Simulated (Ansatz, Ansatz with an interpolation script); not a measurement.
# BaTiO3 (Pm-3m): what limits a Wannier interpolation of GW, part 2 of 2

How do the Wannier model and the GW settings move the interpolated bands of BaTiO3 (Pm-3m)?

Ansatz 0.2.0; maximally localised Wannier functions, LDA, plane waves, PAW; PAW set soft_1. Known limits of the many-body steps: not at the basis limit; no spin-orbit coupling; coarse k mesh.

So far. Step 6 (G0W0: 2×2×2 mesh, 268 empty bands, screening to 150 eV …): The G0W0 gap on the mesh is 2.529 eV.

### 7. G0W0: 8×8×8 mesh, 94 empty bands, screening to 75 eV, PAW set soft_1 files

Level of this step: G0W0 on LDA, plane waves, PAW; PAW set soft_1 (Ansatz).

The input, input.yaml:

```yaml
crystal:
  lattice:
    - [4.006, 0.0, 0.0]
    - [0.0, 4.006, 0.0]
    - [0.0, 0.0, 4.006]
  atoms:
    - { symbol: Ba, position: [0.5, 0.5, 0.5] }
    - { symbol: Ti, position: [0.0, 0.0, 0.0] }
    - { symbol: O, position: [0.5, 0.0, 0.0] }
    - { symbol: O, position: [0.0, 0.5, 0.0] }
    - { symbol: O, position: [0.0, 0.0, 0.5] }
kpoints:
  mp_grid: { grid: [8, 8, 8] }
hamiltonian:
  xc: lda
  pseudopotentials: { kind: paw, azcp: { folder: soft_1 }, xc_functional: pbe }
scf:
  occupations: { method: fixed }
gw:
  n_empty_bands: 94
  ecut_chi: 75
  qp_bands: [v9, c3]
  screening: { model: contour_deformation }
```

The run is started by

```sh
$ ansatz run input.yaml --threads 3 --pin off --max-ram 92160MiB --backend cuda --events-out ev --progress --plain --runs-dir out --devices 1 --max-vram 13GiB
```

Numbers of over 12 decimals in the logs are rounded to 6 here.

What it wrote:

```text
GPUs: using 1 of 1 available (devices: 1).
[...]
GPU FFT provider: cuFFT
GPU libraries: cuBLAS 13.8.2, cuFFT 12.4.0, cuSOLVER 12.3.4
Crystal: 5 atoms, lattice volume = 64.288 Å³
Basis set: ecut = 420 eV, 1237 PW (Γ)
Bands: 25, of which v1, the nominal top of the filled ones, is band 20 counted from 1 (19 counted from 0)
Symmetry: 48 space group operations
[...]
k-points: 35 of 512
[...]
34    19      9.8516   -25.7374     4.9732   -20.8907  0.7149     9.9778     9.9781  root
    34    20      9.8516   -25.7374     4.9732   -20.8907  0.7149     9.9778     9.9781  root
    34    21     14.0267   -14.6896    -7.6323   -23.9741  0.6632    15.8313    15.6789  root ?
    34    22     14.0267   -14.6896    -7.6323   -23.9741  0.6632    15.8313    15.6789  root ?
    34    23     14.0267   -14.6896    -7.6323   -23.9741  0.6632    15.8313    15.6789  root ?
[key lines of the parts left out:]
SCF converged after 8 iterations
Free energy (F): -9904.530147 eV
Fermi energy:    9.851571 eV
```

The job ended after 98 s (1 × NVIDIA H100 80GB HBM3 (shared by 6 runs) with 3 threads of AMD EPYC 7R13 (Zen 3), shared host; peak memory 1.3 GiB).

The G0W0 gap on the mesh is 3.294 eV.

### 8. G0W0: 4×4×4 mesh, 124 empty bands, screening to 90 eV, PAW set soft_1 files

input.yaml, as its differences from that of step 7:

```diff
@@ -12,3 +12,3 @@
 kpoints:
-  mp_grid: { grid: [8, 8, 8] }
+  mp_grid: { grid: [4, 4, 4] }
 hamiltonian:
@@ -19,4 +19,4 @@
 gw:
-  n_empty_bands: 94
-  ecut_chi: 75
+  n_empty_bands: 124
+  ecut_chi: 90
   qp_bands: [v9, c3]
```

What it wrote:

```text
GPUs: using 1 of 1 available (devices: 1).
[...]
GPU FFT provider: cuFFT
GPU libraries: cuBLAS 13.8.2, cuFFT 12.4.0, cuSOLVER 12.3.4
Crystal: 5 atoms, lattice volume = 64.288 Å³
Basis set: ecut = 420 eV, 1237 PW (Γ)
Bands: 25, of which v1, the nominal top of the filled ones, is band 20 counted from 1 (19 counted from 0)
Symmetry: 48 space group operations
[...]
k-points: 10 of 64
[...]
9    19      9.8561   -25.7547     4.9128   -20.8898  0.7101     9.9039     9.9040  root
     9    20      9.8561   -25.7547     4.9128   -20.8898  0.7101     9.9039     9.9040  root
     9    21     14.0133   -14.6990    -7.7583   -23.9769  0.6579    15.6583    15.5328  root ?
     9    22     14.0133   -14.6990    -7.7583   -23.9769  0.6579    15.6583    15.5328  root ?
     9    23     14.0133   -14.6990    -7.7583   -23.9769  0.6579    15.6583    15.5328  root ?
[key lines of the parts left out:]
SCF converged after 8 iterations
Free energy (F): -9904.513108 eV
Fermi energy:    9.856100 eV
```

Elapsed: 11 s, on 1 × NVIDIA H100 80GB HBM3 (shared by 6 runs) with 3 threads; peak memory 1.1 GiB.

The G0W0 gap on the mesh is 3.213 eV.

### 9. G0W0: 4×4×4 mesh, 268 empty bands, screening to 150 eV, plasmon pole, PAW set soft_1 files

input.yaml, as its differences from that of step 8:

```diff
@@ -19,5 +19,5 @@
 gw:
-  n_empty_bands: 124
-  ecut_chi: 90
+  n_empty_bands: 268
+  ecut_chi: 150.0
   qp_bands: [v9, c3]
-  screening: { model: contour_deformation }
+  screening: { model: godby_needs }
```

What it wrote:

```text
GPUs: using 1 of 1 available (devices: 1).
[...]
GPU FFT provider: cuFFT
GPU libraries: cuBLAS 13.8.2, cuFFT 12.4.0, cuSOLVER 12.3.4
Crystal: 5 atoms, lattice volume = 64.288 Å³
Basis set: ecut = 420 eV, 1237 PW (Γ)
Bands: 25, of which v1, the nominal top of the filled ones, is band 20 counted from 1 (19 counted from 0)
Symmetry: 48 space group operations
[...]
k-points: 10 of 64
[...]
9    19      9.8561   -25.7547     4.7792   -20.8898  0.7530     9.7704     9.7704  root
     9    20      9.8561   -25.7547     4.7792   -20.8898  0.7530     9.7704     9.7704  root
     9    21     14.0133   -14.6990    -7.6762   -23.9769  0.7632    15.7201    15.6149  root ?
     9    22     14.0133   -14.6990    -7.6762   -23.9769  0.7632    15.7201    15.6149  root ?
     9    23     14.0133   -14.6990    -7.6762   -23.9769  0.7632    15.7201    15.6149  root ?
[key lines of the parts left out:]
SCF converged after 8 iterations
Free energy (F): -9904.513108 eV
Fermi energy:    9.856100 eV
```

Elapsed: 22 s, on 1 × NVIDIA H100 80GB HBM3 (shared by 6 runs) with 3 threads; peak memory 1.6 GiB; 34 s of CPU time.

The G0W0 gap on the mesh is 3.228 eV.

### 10. Interpolated results

Times are wall times on 1 × NVIDIA H100 80GB HBM3 (shared by 6 runs) with 3 threads of AMD EPYC 7R13 (Zen 3), shared host, good to a factor of about two.

```tsv
GW mesh	empty bands	cutoff (eV)	frequency	gap on mesh (eV)	gap over zone (eV)	direct gap (eV)	valence width (eV)	GW time
4×4×4	268	150	contour deformation	3.223	3.223	3.328	4.608	11 s
2×2×2	268	150	contour deformation	2.529	2.887	3.047	4.565	6.7 s
8×8×8	94	75	contour deformation	3.294	3.276	3.345	4.707	98 s
4×4×4	124	90	contour deformation	3.213	3.213	3.299	4.689	11 s
4×4×4	268	150	plasmon pole	3.228	3.228	3.327	4.897	22 s
```

### 11. What came out

```yaml
4x4x4_mesh_268_empty_bands_screening_to_150_ev_paw_set_soft_1_files: 3.22 eV
2x2x2_mesh_268_empty_bands_screening_to_150_ev_paw_set_soft_1_files: 2.89 eV
8x8x8_mesh_94_empty_bands_screening_to_75_ev_paw_set_soft_1_files: 3.28 eV
4x4x4_mesh_124_empty_bands_screening_to_90_ev_paw_set_soft_1_files: 3.21 eV
4x4x4_mesh_268_empty_bands_screening_to_150_ev_plasmon_pole_paw_set_soft_1_files: 3.23 eV
```

**Reading.** The largest change, −0.34 eV in the gap over the zone, comes with 2×2×2 mesh, 268 empty bands, screening to 150 eV, PAW set soft_1 files. The first run is a reference, not a converged one, and where a row moves several settings no single cause can be named. Rows on another GW mesh add that mesh's corrections to the bands of the one model. Coarser Wannier mesh (4×4×4): the miss near the gap goes from under 1 (the model on 8×8×8) to 3 meV and the total spread from 14.9 to 14.1 Å². With 2×2×2 mesh, 268 empty bands, screening to 150 eV, PAW set soft_1 files the gap over the zone moves by −0.34 eV and that on the mesh by −0.69 eV. With 8×8×8 mesh, 94 empty bands, screening to 75 eV, PAW set soft_1 files the gap over the zone moves by +0.05 eV and that on the mesh by +0.07 eV. With 4×4×4 mesh, 124 empty bands, screening to 90 eV, PAW set soft_1 files the gap over the zone moves by −0.01 eV and that on the mesh by −0.01 eV. With 4×4×4 mesh, 268 empty bands, screening to 150 eV, plasmon pole, PAW set soft_1 files the gap over the zone moves by +0.01 eV and that on the mesh by +0.01 eV. Gaps over the zone and on the mesh differ where an edge lies off the mesh, or where a GW run starts from another density: the starting gap over the zone is 1.706 eV, on the GW meshes it is 1.706 eV, 1.337 eV and 1.724 eV. The 4×4×4 mesh is coarse for this cell (its supercell is 16 Å along the shortest edge). The RPA ε∞ on it, from the LDA start, is 7.27; such meshes misread the long-range screening, most where the gap is narrow. This is the ideal cubic cell; many perovskites, halides above all, are cubic only on average, and local tilts or off-centring can widen the gap. The many-body steps are scalar-relativistic: spin-orbit coupling is not in them.

[Paths, hosts, dates, memory and timing lines, banners, echoed tables and standing remarks are left out of the program output.]

[Logs are printed without paths, hosts, clocks, repeated set-up lines and the standing remarks that a program may print on its own settings, such as how far it seeks lower states.]

[Runs of the session that timed out or met a known fault of the program may be left out.]

[Hosts, paths, dates, database ids (printed as entryN), source tags and the programs' standing remarks are cut or masked in the printed files.]
